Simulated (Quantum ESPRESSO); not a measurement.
# E(M) of CrBr2, part 2 of 2

Aim: the energy of CrBr2 as a function of the total spin moment of its primitive cell.

Quantum ESPRESSO 7.5; PBEsol; plane waves with GBRV 1.5 PBEsol potentials, no spin-orbit coupling.

So far, absolute magnetization (μB): step 2 (No moment imposed) 4.21.

### 6. A faulty input

As a test, an input with a fault in it is run.

Contents of pw.in:

```
&CONTROL
  calculation = 'scf'
  prefix = 'pwscf'
  outdir = './tmp'
  pseudo_dir = './pseudo'
  disk_io = 'nowf'
/
&SYSTEM
  ibrav = 0
  nat = 3
  ntyp = 2
  ecutwfc = 40
  ecutrho = 60
  nbnd = 23
  occupations = 'smearing'
  smearing = 'fd'
  degauss = 0.00999582
  nspin = 2
  starting_magnetization(1) = 0.2143
  starting_magnetization(2) = 0
/
&ELECTRONS
  conv_thr = 6d-09
  electron_maxstep = 100
  mixing_beta = 0.3
/
ATOMIC_SPECIES
Cr     51.9961 cr_pbesol_v1.5.uspp.F.UPF
Br     79.9040 br_pbesol_v1.4.uspp.F.UPF
CELL_PARAMETERS angstrom
   3.7446690000   -1.8310550000    0.0000000000
   3.7446690000    1.8310550000    0.0000000000
  -0.7268470000    0.0000000000    6.4659460000
ATOMIC_POSITIONS crystal
Cr      0.0000000000    0.0000000000    0.0000000000
Br      0.6457740000    0.6457740000    0.2332280000
Br      0.3542260000    0.3542260000    0.7667720000
K_POINTS automatic
6 6 6 0 0 0
```

Launch:

```console
OMP_NUM_THREADS=1 mpirun -n 2 pw.x -nk 2 -in pw.in > pw.out
```

The program printed:

```text
[banner, memory and clock lines left out]
Program PWSCF v.7.5 starts

     Message from routine set_cutoff:
     ecutrho < 4*ecutwfc, are you sure?
     Message from routine setup:
     using ibrav=0 with symmetry is DISCOURAGED, use correct ibrav instead

     bravais-lattice index     =            0
     lattice parameter (alat)  =       7.8771  a.u.
     unit-cell volume          =     598.3751 (a.u.)^3
     number of atoms/cell      =            3
     number of atomic types    =            2
     number of electrons       =        28.00
     number of Kohn-Sham states=           23
     kinetic-energy cutoff     =      40.0000  Ry
     charge density cutoff     =      60.0000  Ry
     scf convergence threshold =      6.0E-09
     mixing beta               =       0.3000
     number of iterations used =            8  plain     mixing
     Exchange-correlation= SLA  PW   PSX  PSC
                           (   1   4  10   8   0   0   0)

     [... lines left out ...]
     PseudoPot. # 1 for Cr read from file:
     cr_pbesol_v1.5.uspp.F.UPF
     Pseudo is Ultrasoft + core correction, Zval = 14.0

     PseudoPot. # 2 for Br read from file:
     br_pbesol_v1.4.uspp.F.UPF
     Pseudo is Ultrasoft + core correction, Zval =  7.0

     atomic species   valence    mass     pseudopotential
     Cr               14.00    51.99610     Cr( 1.00)
     Br                7.00    79.90400     Br( 1.00)

     Starting magnetic structure
     atomic species   magnetization
     Cr              0.214
     Br              0.000

      4 Sym. Ops., with inversion, found

   Cartesian axes

     site n.     atom                  positions (alat units)
         1        Cr     tau(   1) = (   0.0000000   0.0000000   0.0000000  )
         2        Br     tau(   2) = (   1.1195980   0.0000000   0.3617816  )
         3        Br     tau(   3) = (   0.5027366  -0.0000000   1.1894113  )

     number of k points=    68  Fermi-Dirac smearing, width (Ry)=  0.0100

     Dense  grid:     4711 G-vectors     FFT dimensions: (  20,  20,  32)

     Check: negative core charge=   -0.001472
     Generating pointlists ...
     new r_m :   0.2519 (alat units)  1.9839 (a.u.) for type    1
     new r_m :   0.2519 (alat units)  1.9839 (a.u.) for type    2

     Initial potential from superposition of free atoms

     starting charge      26.9999, renormalised to      28.0000

     negative rho (up, down):  1.040E-01 4.325E-02
     Starting wfcs are   18 randomized atomic wfcs +    5 random wfcs

     Self-consistent Calculation

     iteration #  1     ecut=    40.00 Ry     beta= 0.30
     Davidson diagonalization with overlap
     ethr =  1.00E-02,  avg # of iterations =  7.6

     Threshold (ethr) on eigenvalues was too large:
     Diagonalizing with lowered threshold

     Davidson diagonalization with overlap
     ethr =  4.01E-04,  avg # of iterations =  5.4

     negative rho (up, down):  9.044E-02 4.875E-02

     total energy              =    -256.65569255 Ry
     estimated scf accuracy    <       0.13742243 Ry

     total magnetization       =     3.99 Bohr mag/cell
     absolute magnetization    =     4.23 Bohr mag/cell

     [... further iterations left out ...]

     iteration # 15     ecut=    40.00 Ry     beta= 0.30
     Davidson diagonalization with overlap
     ethr =  2.18E-11,  avg # of iterations =  2.4

     negative rho (up, down):  7.010E-02 7.514E-02

     Magnetic moment per site  (integrated on atomic sphere of radius R)
     atom   1 (R=0.252)  charge= 12.0284  magn=  3.4733
     atom   2 (R=0.252)  charge=  4.8521  magn= -0.0049
     atom   3 (R=0.252)  charge=  4.8521  magn= -0.0049

     End of self-consistent calculation

     Number of k-points >= 100: set verbosity='high' to print the bands.

     the Fermi energy is     5.0520 ev

!    total energy              =    -256.69700342 Ry
     estimated scf accuracy    <          1.3E-09 Ry
     smearing contrib. (-TS)   =      -0.00073549 Ry
     internal energy E=F+TS    =    -256.69626794 Ry

     The total energy is F=E-TS. E is the sum of the following terms:
     one-electron contribution =    -174.41290034 Ry
     hartree contribution      =      94.55213436 Ry
     xc contribution           =     -61.93240008 Ry
     ewald contribution        =    -114.90310188 Ry

     total magnetization       =     4.00 Bohr mag/cell
     absolute magnetization    =     4.33 Bohr mag/cell

     convergence has been achieved in  15 iterations
```

Wall time 56 s (2 MPI ranks of Arm Neoverse V1, shared host); peak memory 0.25 GiB.

Convergence was reached, yet the input spoils the result.

The fault in the input: a density cutoff far too low.

Side by side:

| quantity | this run | same start on sound input | difference |
| --- | --- | --- | --- |
| largest moment (μB) | 3.4733 | 3.5094 | -0.0362 |
| absolute magnetization (μB) | 4.328 | 4.207 | 0.121 |

### 7. All moments

The runs not shown differ in the target, the start and the number of states alone. The point at 4.00 μB is the free run, entered with slope zero.

Table of energy over the lowest by total spin moment:

| total spin moment (μB a cell) | energy over the lowest (meV a cell) |
| --- | --- |
| 0.00 | 2093 |
| 2.02 | 1292 |
| 2.70 | 930 |
| 3.38 | 426 |
| 4.00 | 0 |
| 4.05 | 54.9 |
| 4.72 | 1084 |
| 5.40 | 2423 |

The dE/dM by total spin moment:

| total spin moment (μB a cell) | dE/dM (meV/μB) |
| --- | --- |
| 0.00 | 0.0148 |
| 2.02 | -459 |
| 2.70 | -665 |
| 3.38 | -777 |
| 4.00 | 0 |
| 4.05 | 1185 |
| 4.72 | 1769 |
| 5.40 | 2202 |

Table of largest site moment by total spin moment:

| total spin moment (μB a cell) | largest site moment (μB) |
| --- | --- |
| 0.00 | 1.5e-5 |
| 2.02 | 1.86 |
| 2.70 | 2.47 |
| 3.38 | 3.04 |
| 4.00 | 3.51 |
| 4.05 | 3.52 |
| 4.72 | 3.69 |
| 5.40 | 3.86 |

### 8. Results

```json
{
  "moment of the free run": "4.00 μB a cell",
  "energy at zero total moment": "2093 meV a cell over the lowest"
}
```

**Reading.** At zero total moment the site moments vanish, so the 2093 meV a cell is the energy of forming them. The points show one minimum alone. The free run has a whole-number moment, and the slope goes from -777 to 1185 meV/μB between its neighbours: a kink, as where a spin channel has a gap, so no stiffness is given. No converged point was had at 0.675 and 1.35 μB. The cell holds one seeded atom, so opposed orders, which may lie lower, cannot form in it. Energies are free energies at an electronic temperature of 1580 K, which lowers moments and differences where the moments are itinerant. No Hubbard term acts here. In such compounds local and semilocal functionals without one often delocalise the d electrons, and can shrink or lose moments and miss the size, sign and order of the couplings. The smearing term is large for its width, so states at the Fermi level are partly filled: at this level the cell is a metal or has a gap of a few widths at most. By charge balance Cr is d4; such ions mostly distort their surroundings (Jahn–Teller), and their compounds are mostly insulators, which a run without U in an unrelaxed cell can miss.

[Logs and program files are shortened in this print: banners, set-up blocks, solver, clock and traceback lines can be left out without a mark of their own.]

[Logs are printed without paths, hosts, clocks, repeated set-up lines and the standing remarks that a program may print on its own settings, such as how far it seeks lower states.]

[Hosts, paths, dates, database ids (printed as entryN), source tags and the programs' standing remarks are cut or masked in the printed files.]

[Where a cell is said to come from a database of computed structures, the database is the Materials Project.]
